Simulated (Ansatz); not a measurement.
# Quasi-harmonic thermodynamics of BeGe (hypothetical, P4/mmm), part 3 of 3

Wanted: α(T), C_P(T) and B(T) of BeGe (hypothetical) in the quasi-harmonic approximation. The crystal structure is hypothetical: it was made by swapping elements on a known structure type.

Ansatz 0.2.0; DFT PBEsol, scalar-relativistic, plane waves, PAW.

So far. Step 2 (Probe on a coarse mesh): The start is under 18 GPa at this level and looks like a metal on this mesh. Step 5 (Tight relaxation): The residual pressure is -0.0017 GPa, small enough for phonons.

## (8) The quasi-harmonic study, q-mesh 4×4×4

Thermal expansion follows from how the free energy of the vibrations (and of the electrons in a metal) changes with strain, so the program makes strained cells, their phonons and a fit in one run.

input.yaml reads:

```yaml
crystal:
  lattice:
    - [2.7631873461, 0.0, 0.0]
    - [0.0, 2.7631873461, 0.0]
    - [0.0, 0.0, 3.4839937036]
  atoms:
    - { symbol: Be, position: [0.0, 0.0, 0.0] }
    - { symbol: Ge, position: [0.5, 0.5, 0.5] }
kpoints:
  mp_grid: { grid: [16, 16, 12] }
hamiltonian:
  xc: pbesol
scf:
  occupations: { method: methfessel_paxton, width: 0.15 }
output:
  eigenvalues: true
phonons:
  method: dfpt
  qmesh: [4, 4, 4]
  temperatures: { t_max: 800.0, t_step: 50 }
  thermal_expansion: {}
```

Started as:

```bash
ansatz run input.yaml --threads 4 --pin off --max-ram 8192MiB --backend cpu --events-out ev --progress --plain --runs-dir out
```

Numbers of over 12 decimals in the logs are rounded to 6 here.

Output:

```text
The last accepted step is kept in <dir> (removed where the run ends without a failure and the disk answers)
Engine: ansatz 0.2.0, aarch64-unknown-linux-gnu
Pseudopotentials: kind: paw
Pseudopotential: Be, paw, valence charge 2, recommended cutoff 420 eV (normal), Be.paw.azcp
Pseudopotential: Ge, paw, valence charge 14, recommended cutoff 420 eV (normal), Ge.paw.azcp
Functional definition: PBEsol
  exchange = pbesol_x
  correlation = pbesol_c
Crystal: 2 atoms, lattice volume = 26.601 Å³
Basis set: ecut = 487.2 eV, 633 PW (Γ), exchange–correlation on 40×40×54 points (8 copies of the dense FFT grid, shifted against one another)
Bands: 12, of which v1, the nominal top of the filled ones, is band 8 counted from 1 (7 counted from 0)
Symmetry: 16 space group operations
Space group: P4/mmm (ITA 123), of the structure as read, at distance tolerance 3.0e-5 Å
k-points: 315 of 3072
Non-local potential: Be, projectors of the file, l = 0: 2, l = 1: 2, l = 2: 1
Non-local potential: Ge, projectors of the file, l = 0: 2, l = 1: 2, l = 2: 3, l = 3: 1
PAW form: soft (Blöchl's): semilocal exchange-correlation on the pseudo side does not see the compensation charge
PAW frozen core: Be, regenerated for the run's functional, and the local potential with it (the file was generated under x = pbe(κ = 0.804, μ = 0.219515), c = pbe(β = 0.066725))
PAW frozen core: Ge, regenerated for the run's functional, and the local potential with it (the file was generated under x = pbe(κ = 0.804, μ = 0.219515), c = pbe(β = 0.066725))
PAW one-centre angular grid: Be, 110 points (default); XC on 64 Gauss nodes
PAW one-centre angular grid: Ge, 590 points (default); XC on 64 Gauss nodes
Initial density: superposition of atomic densities (neutral atoms: chi_scale 0, normalization atom), corrected by the library's trained network
Initial wavefunctions: pseudopotential atomic-orbital guess
Functional: x = pbesol(κ = 0.804, μ = 0.123457), c = pbesol(β = 0.046)
SCF iter   1: F=—  HF=-4342.913642 eV  |F-HF|=—  |Δ(HF+E_count)|=         —  Δρ=2.19e-3  dr2=1.08e-3  ethr=1.77e-3  ⟨swp⟩=5.2  Hψ=48827  notcnv=0  defer=46
automatic band count: the SCF goes on with 16 bands, as 12 were too few: the levels above may hold too much charge
preconditioner: auto → none  [metal: Δε(μ)=0.011 eV  Ē_g=26.852 eV  σ=0.150 eV  W_gap=0.06  n_scr=6 (ndim 8)  ℏωp=28.8 eV  f_vac=0.000  D(μ)=0.52/eV (n_scr^D=2)  sad-step TF]
SCF iter   2: F=—  HF=-4342.913088 eV  |F-HF|=—  |Δ(HF+E_count)|=   5.54e-4  S|Δr|=    0.00e0  Δρ=1.21e-3  dr2=3.67e-4  ethr=6.78e-6  ⟨swp⟩=1.3  Hψ=7910  notcnv=0  defer=48
SCF iter   3: F=—  HF=-4342.912997 eV  |F-HF|=—  |Δ(HF+E_count)|=   9.09e-5  S|Δr|=    0.00e0  Δρ=1.33e-4  dr2=4.33e-6  ethr=2.29e-6  ⟨swp⟩=2.2  Hψ=6139  notcnv=0  defer=48
[...]
Internal energy: -4342.913539 eV  (E = F + TS)
E sigma→0 (E₀):  -4342.913089 eV
Entropy (-TS):   0.000600 eV (0.300 meV/atom)
Fermi energy:    10.628896 eV
--- Per-component energies (eV) ---
  E_band       = -109.128213
  E_kinetic    = 130.126784
  E_local      = -2353.787769  (includes V_loc(G=0)·N_el)
  E_nonlocal   = 423.056568
  E_hartree    = 1044.040210
  E_xc         = -94.597211
  E_vxc        = -85.532722  (∫ρ·V_xc dr)
  E_paw        = -2034.333946  (= ΣΔE_a)
  E_vpaw       = -311.071493  (= ΣTr[D̂ρ^β])
  E_aug_tail   = 0.000001  (compensation charges beyond the density's cutoff)
  E_ewald      = -1458.345643
  E_core_change = 0.927468  (= ΣΔE_core)
  E_smearing   = 0.000600  (= −TS)
  E_closure    = -0.000000  (closes the sum)
  Σ components = -4342.912939   (vs F -4342.912939, Δ=0.00e0)
--- Forces (eV/Å), atoms counted from 1 ---
  atom   1  Be     0.00000000     0.00000000     0.00000000
  atom   2  Ge     0.00000000     0.00000000     0.00000000
  max |Σ_I F_I| component: 6.36e-30 eV/Å
--- Stress (GPa, compression-positive) ---
       -0.004702       0.000000       0.000000
        0.000000      -0.004702       0.000000
        0.000000       0.000000      -0.006755
  P = ⅓ Tr σ = -0.0054 GPa (-0.054 kbar)
--- Band table (eV; the first three rows and the last of 315) ---
  k-point 0: bands = [... 4 lower, -13.9872, -2.7615, 8.1016, 11.7448, 14.2904, 14.2904, 18.6241, 19.7883, ... 4 higher]
  k-point 1: bands = [... 4 lower, -13.9876, -2.6944, 7.3794, 12.6078, 14.3761, 14.3761, 18.7019, 19.8236, ... 4 higher]
  k-point 2: bands = [... 4 lower, -13.9887, -2.4974, 6.0579, 14.3359, 14.6326, 14.6326, 18.9345, 19.9461, ... 4 higher]
  k-point 314: bands = [... 4 lower, -13.9189, 7.1766, 8.4784, 8.4784, 10.3734, 10.3734, 10.5562, 10.9724, ... 4 higher]
── thermal expansion: 5 new cells, 5 in all ──
thermal expansion: relaxation of cell 2
thermal expansion: relaxation of cell 3
thermal expansion: relaxation of cell 4
thermal expansion: relaxation of cell 5
── thermal expansion: 3 new cells, 8 in all ──
thermal expansion: relaxation of cell 6
thermal expansion: lower-state search of cell 6
thermal expansion: electrons of cell 6
thermal expansion: phonons of cell 6
WARN: thermal expansion: vibrations_at_or_below_zero in the phonons of 1 cell: 6
this run last wrote the structure of step 1 to <dir>
--- Relaxed structure (1 steps of the walk, 1 accepted, 0 SCFs on fresh bases) ---
  F+E_penalty+E_count = -4342.91293910 eV   max|allowed force component| = 3.131e-30 eV/Å
  atoms:
    - { symbol: Be, position: [0.0, 0.0, 0.0] }
    - { symbol: Ge, position: [0.5, 0.5, 0.500000] }
--- Thermal expansion: 8 cells in 2 rounds, 0 GPa ---
  no lower state was reached at cell 6; its state was not examined: fill_not_monotonic
  not told: vibrations stand at or below zero in cell 6 (1.375 modes a cell, the lowest at -164.0 cm⁻¹): the crystal is at no minimum there, or its k-points are too few: type the crystal that it becomes, another pressure, or a denser kpoints.mp_grid, in a new run
  vibrations_at_or_below_zero in the phonons of 1 cell: 6
Error: vibrations stand at or below zero in cell 6 (1.375 modes a cell, the lowest at -164.0 cm⁻¹): the crystal is at no minimum there, or its k-points are too few: type the crystal that it becomes, another pressure, or a denser kpoints.mp_grid, in a new run
[key lines of the parts left out:]
SCF converged after 8 iterations
Free energy (F): -4342.912939 eV
```

The job ended after 12 min (4 threads of Arm Neoverse V2, shared host; peak memory 3.2 GiB).

The run ended with an error.

The program's message: “vibrations stand at or below zero in cell 6 (1.375 modes a cell, the lowest at -164.0 cm⁻¹): the crystal is at no minimum there, or its k-points are too few: type the crystal that it becomes, another …”

## (9) Phonons of the refused cell

The study refused this cell, so its phonons are run alone to see which modes are imaginary.

input.yaml, the sections that differ from step 8:

```yaml
phonons:
  method: dfpt
  qmesh: [4, 4, 4]
  temperatures: { t_max: 1000, t_step: 50 }
  qpath:
    path:
      - [[0.0, 0.0, 0.0], [0.0, 0.5, 0.0], [0.5, 0.5, 0.0], [0.0, 0.0, 0.0], [0.0, 0.0, 0.5], [0.0, 0.5, 0.5], [0.5, 0.5, 0.5], [0.0, 0.0, 0.5]]
      - [[0.0, 0.5, 0.0], [0.0, 0.5, 0.5]]
      - [[0.5, 0.5, 0.0], [0.5, 0.5, 0.5]]
    npoints: 10
# crystal, kpoints, hamiltonian, scf, output: as in step 8
```

Output:

```text
[...]
Crystal: 2 atoms, lattice volume = 26.601 Å³
Basis set: ecut = 420 eV, 535 PW (Γ), exchange–correlation on 40×40×48 points (8 copies of the dense FFT grid, shifted against one another)
Bands: 12, of which v1, the nominal top of the filled ones, is band 8 counted from 1 (7 counted from 0)
Symmetry: 16 space group operations
k-points: 315 of 3072
[...]
SCF iter   1: F=—  HF=-4342.912443 eV  |F-HF|=—  |Δ(HF+E_count)|=         —  Δρ=2.23e-3  dr2=1.10e-3  ethr=1.77e-3  ⟨swp⟩=5.2  Hψ=48486  notcnv=0  defer=56
[...]
SCF iter   8: F=-4342.911861 eV  HF=-4342.911861 eV  |F-HF|=1.82e-12  |Δ(HF+E_count)|=  1.06e-10  S|Δr|=    0.00e0  Δρ=6.63e-8  dr2=9.67e-13  ethr=1.00e-12  ⟨swp⟩=7.9  Hψ=21729  notcnv=0
SCF 1 converged in 8 iterations: F = -4342.911861 eV  dr2 = 9.67e-13
[...]
SCF iter   3: F=-4342.911861 eV  HF=-4342.911861 eV  |F-HF|=7.28e-12  |Δ(HF+E_count)|=  1.64e-11  S|Δr|=    0.00e0  Δρ=1.11e-7  dr2=1.58e-12  ethr=1.00e-12  ⟨swp⟩=1.3  Hψ=9160  notcnv=0
SCF 2 converged in 3 iterations: F = -4342.911861 eV  dr2 = 1.58e-12
phonons: the bands overlap, so this run is a metal and interpolates without the dipole-dipole term. If the crystal is really an insulator or semiconductor, its LO-TO splitting is missing
NSCF: frozen V_eff on 315 k-points
[...]
DFPT response loops at q = (0, 0, 0) (fractional): preconditioner auto → Kerker (q_TF=auto, 2.507 Å⁻¹) (partly filled bands, converged f_vac=0.000); β = 1.00, the filter's whole step (`scf.mixing.beta` (0.50) is not read by the response loops under this deck's `scf.mixing.preconditioner`; to damp them name `kerker` or `kerker_dos`, under which they read `scf.mixing.beta`, and type it under 1.00, their step now; both keys bind the ground state too); Broyden in place of MSR1
[...]
SCF converged after 8 iterations
[...]
Free energy (F): -4342.911861 eV
[...]
Internal energy: -4342.912461 eV  (E = F + TS)
E sigma→0 (E₀):  -4342.912011 eV
Entropy (-TS):   0.000601 eV (0.300 meV/atom)
Fermi energy:    10.629277 eV
[...]
--- Band table (eV; the first three rows and the last of 315) ---
  k-point 0: bands = [... 4 lower, -13.9824, -2.7614, 8.1018, 11.7451, 14.2906, 14.2906, 18.6252, 19.7887, ... 4 higher]
  k-point 1: bands = [... 4 lower, -13.9828, -2.6943, 7.3796, 12.6081, 14.3763, 14.3763, 18.7029, 19.8240, ... 4 higher]
  k-point 2: bands = [... 4 lower, -13.9840, -2.4973, 6.0582, 14.3363, 14.6328, 14.6328, 18.9355, 19.9467, ... 4 higher]
  k-point 314: bands = [... 4 lower, -13.9140, 7.1765, 8.4786, 8.4786, 10.3740, 10.3740, 10.5564, 10.9731, ... 4 higher]
--- Phonons (Γ-DFPT): 4 representative perturbations + reference (Σ response iterations 14) ---
  ASR residual: 4.149e-5 → 0.000e0 eV/Å²; symmetrization residual: 3.679e-7 eV/Å²
  ASR residual per site (eV/Å²): 4.15e-5 3.04e-5
  Γ frequencies (cm⁻¹): 0.00 0.00 0.00 79.23 79.23 310.76
--- Phonons (arbitrary-q DFPT): 18 irreducible q on the 4×4×4 mesh ---
  q = [0.0000, 0.0000, 0.0000] (star 1, of the zone-centre solve; hermiticity 2.58e-7, symmetrization 1.44e-12): -0.00 -0.00 0.00 79.23 79.23 310.76
  q = [0.0000, 0.0000, 0.2500] (star 2, 4 solved perturbations in 3024 linear systems a pass and spin channel, the states on 972 of 3072 k-point pairs; hermiticity 2.35e-7, symmetrization 1.37e-13): -26.33 -26.33 59.02 59.02 113.00 336.75
[...]
q = [0.0000, 0.2500, 0.0000] (star 4, 6 solved perturbations on 1008 of 3072 k-point pairs; hermiticity 1.13e-7, symmetrization 8.30e-14): -18.79 -11.79 112.62 134.94 152.57 315.42
[...]
sum rule: each row above includes the acoustic sum rule's correction from the zone centre's row sums; it moved no ω² by more than (1.12 cm⁻¹)²
  mesh force constants: q→R imaginary residual 2.64e-18; ASR residual 4.149e-5 → 0.000e0 eV/Å²; symmetrization residual 1.110e-15 eV/Å²
  interpolated dispersion: 93 rows × 6 modes
  density of states and harmonic sums: on the 24×24×20 q-mesh, interpolated from the force constants of a 4×4×4 supercell (no non-analytic term)
  largest difference from the sums on the solved wave vectors: F 4.44e-2 eV, S 5.83e-5 and C_V 1.47e-5 eV/K
  zero-point energy: 0.046962 eV/cell   skipped modes (ω ≤ 0): 1308, of them read as no rigid motion or as one in doubt: 1305 (1.260e0 modes/cell left out, lowest -172.22 cm⁻¹)   left out of the sums: 2.10e-1 of the cell's modes: C_V's classical limit lies that fraction below 3 k_B per atom; for a crystal, a wire or a layer, F and S can be off by more, and a phonons.interpolated_qmesh denser along its periods is the remedy for the sampling
```

Wall time 7 min (4 threads); peak memory 2.8 GiB.

Numbers from this step:

* Γ frequencies: 0, 0, 0, 79.23, 79.23, 310.8 cm⁻¹ (negative: imaginary)
* lowest frequency on the path: -172.8 cm⁻¹
* point group: 4/mmm
* highest frequency: 337.6 cm⁻¹

No LO-TO term. The phonon branches at the labelled points (cm⁻¹):

```
    point  branch 1  branch 2  branch 3  branch 4  branch 5  branch 6
        Γ         0         0         0        79        79       311
  halfway       -19       -12       113       135       153       315
        X        59       103       111       179       188       305
  halfway      -110       -92        68       178       195       251
        M      -164      -164        70       200       200       223
  halfway      -153       -47       132       136       188       280
        Γ         0         0         0        79        79       311
  halfway       -26       -26        59        59       113       337
        Z       -97       -97       -74       -74       132       278
  halfway       -56        50        60       123       180       298
        R      -126       -83       -54       145       218       256
  halfway      -110       135       137       162       207       316
        A        52        52        90       151       151       327
  halfway        25        97       112       118       193       286
        Z       -97       -97       -74       -74       132       278
jump to X        59       103       111       179       188       305
  halfway       -91        42       155       165       215       304
        R      -126       -83       -54       145       218       256
jump to M      -164      -164        70       200       200       223
  halfway      -109      -109        73       199       199       273
        A        52        52        90       151       151       327
```

The phonon branches as a text plot (rows in cm⁻¹):

```
    326 |                     ***          ******               *
    305 |*******          ****   *  **           **     **     *
    284 |       *        *        **  *   *        *****  *
    263 |        *      *              ***                 *  *
    241 |         *    *                                     *
    220 |          ****                ****               ***
    199 |      **********             *    **    **      *  ***
    178 |    ***      ** **          *          *  *    **     *
    156 |   **   *      *  *           * *********  *   * **    *
    135 |  *    *        **      **** * *  **  * **  ***
    114 |  *****          **    *    *           **
     93 |***  ***       *  **  *          *  ** *  *      *     *
     71 |    *   *****      ****    *          *   **       ****
     50 | * * **      **      *     ***       *     *   **
     29 |*  **  *           *   *                    *  *       *
      8 |                    ***
    -14 |**             *   *         *              *
    -35 | **                    *   *    *           *    *
    -56 |        *     * ***     * ******      *  *  **    *
    -77 |                        ***    **   *  **    ** * *   *
    -98 |                  *      **   *    *          *
   -120 |         *   *   *             ****              **  *
   -141 |         **                                         *
   -162 |          *******                                  *
         Γ     X     M       Γ    Z     R     A       Z|X  R|M  A
```

The phonon density of states has structure finer than the step of the table below, so its rows give means over 20 cm⁻¹, whole bins alone (the curve runs from -172 to 338 cm⁻¹). Peaks (cm⁻¹: height): -107.5: 0.0131, 82.5: 0.0226, 187.5: 0.0306, 302.5: 0.0321.

Tetrahedra on 24 24 20, mean over bins of 5 cm⁻¹. Table of phonon density of states by wavenumber; means over each step:

wavenumber (cm⁻¹), phonon density of states (1/cm⁻¹/cell) and a bar:
```
     -160     0.0026 #
     -140     0.0036 ##
     -120     0.0066 ######
     -100     0.0121 #############
      -80     0.0101 ##########
      -60     0.0088 #########
      -40     0.0098 ##########
      -20     0.0067 ######
        0     0.0049 ####
       20     0.0056 #####
       40     0.0105 ###########
       60     0.0172 ###################
       80     0.0215 ########################
      100     0.0219 #########################
      120     0.0183 ####################
      140     0.0184 #####################
      160     0.0257 #############################
      180     0.0257 ##############################
      200     0.0168 ##################
      220     0.0033 ##
      240     0.0018 
      260     0.0032 ##
      280     0.0087 #########
      300     0.0261 ##############################
      320     0.0093 #########
```

No LO-TO term. The modes at Γ (shares of kinetic energy by element, %):

```
mode  frequency (cm⁻¹)  symmetry  Be %  Ge %
   1               0.0         -    11    89
   2               0.0         -    11    89
   3               0.0         -    11    89
   4              79.2        Eu    89    11
   5              79.2        Eu    89    11
   6             310.8       A2u    89    11
```

Displacements in mode 5 (79.2 cm⁻¹), the largest set to 1:
```
Be1  0.75  1.00  0.00
Ge2 -0.09 -0.12  0.00
```

Displacements in mode 6 (310.8 cm⁻¹), the largest set to 1:
```
Be1  0.00  0.00  1.00
Ge2  0.00  0.00 -0.12
```

Lowest modes at the softest wavevector of the mesh; phase exp(i q.(R + tau)). The modes at q = (0.500, 0.500, 0.000) (shares of kinetic energy by element, %) (negative means imaginary):

```
mode  frequency (cm⁻¹)  Be %  Ge %
   1            -164.1    77    23
   2            -164.1    77    23
   3              70.2     0   100
   4             199.8    23    77
   5             199.8    23    77
   6             223.4   100     0
```

Displacements in mode 1 (-164.1 cm⁻¹), the largest set to 1, in the home cell:
```
Be1 0.00 1.00 0.00
Ge2 0.19 0.00 0.00
```

Displacements in mode 5 (199.8 cm⁻¹), the largest set to 1, in the home cell:
```
Be1 -0.05  1.00  0.00
Ge2 -0.64  0.03  0.00
```

The modes has structure finer than the step of the table below, so its rows give means over 20 cm⁻¹, whole bins alone (the curve runs from -182 to 358 cm⁻¹). Peaks (cm⁻¹: height): Be -104.1: 0.00785, 89.4: 0.0122, 184.5: 0.0121, 300.0: 0.0278; Ge -39.6: 0.00753, 96.2: 0.0144, 157.4: 0.0164, 187.9: 0.0159.

Phonopy on the run's constants, 21x21x17 mesh, Gaussian sigma 3.9 cm⁻¹. The modes by wavenumber; means over each step; values in 1/cm⁻¹/cell:

```
wavenumber (cm⁻¹)       Be       Ge
             -160  0.00224   4.6e-4
             -140  0.00304   6.8e-4
             -120  0.00437  0.00224
             -100  0.00690  0.00529
              -80  0.00568  0.00439
              -60  0.00444  0.00497
              -40  0.00340  0.00690
              -20  0.00188  0.00490
                0   5.0e-4  0.00145
               20  0.00166  0.00374
               40  0.00396  0.00780
               60  0.00498   0.0125
               80  0.00889   0.0122
              100  0.00845   0.0136
              120  0.00606   0.0121
              140  0.00559   0.0134
              160  0.00988   0.0156
              180   0.0116   0.0141
              200  0.00700  0.00975
              220  0.00233  0.00132
              240  0.00185   1.3e-5
              260  0.00316   1.3e-4
              280  0.00834   5.2e-4
              300   0.0240  0.00139
              320  0.00913   5.3e-4
              340   5.1e-4   2.4e-5
```

The lowest solved frequency is -164 cm⁻¹, so the cell is unstable here and gives no valid free energy.

## (10) Results

- lowest frequency at the solved wavevectors: -164 cm⁻¹

In words: With imaginary harmonic modes at the relaxed cell the quasi-harmonic free energy is undefined, so no expansion is obtained for this phase at this level. The softest solved mode is 164i cm⁻¹ at q = (-0.5, -0.5, 0), and 14 of 18 solved wavevectors carry a mode beyond 8i cm⁻¹. In a metal soft modes also hang on the k-mesh and the smearing, which were not converged here. The PAW files were made for PBE and are used here under another functional, for which the program regenerates the frozen cores.

[Logs are printed without paths, hosts, clocks, repeated set-up lines and the standing remarks that a program may print on its own settings, such as how far it seeks lower states.]

[Hosts, paths, dates, database ids (printed as entryN), source tags and the programs' standing remarks are cut or masked in the printed files.]

[A step with changed settings may run another functional than the one named; its input shows which.]
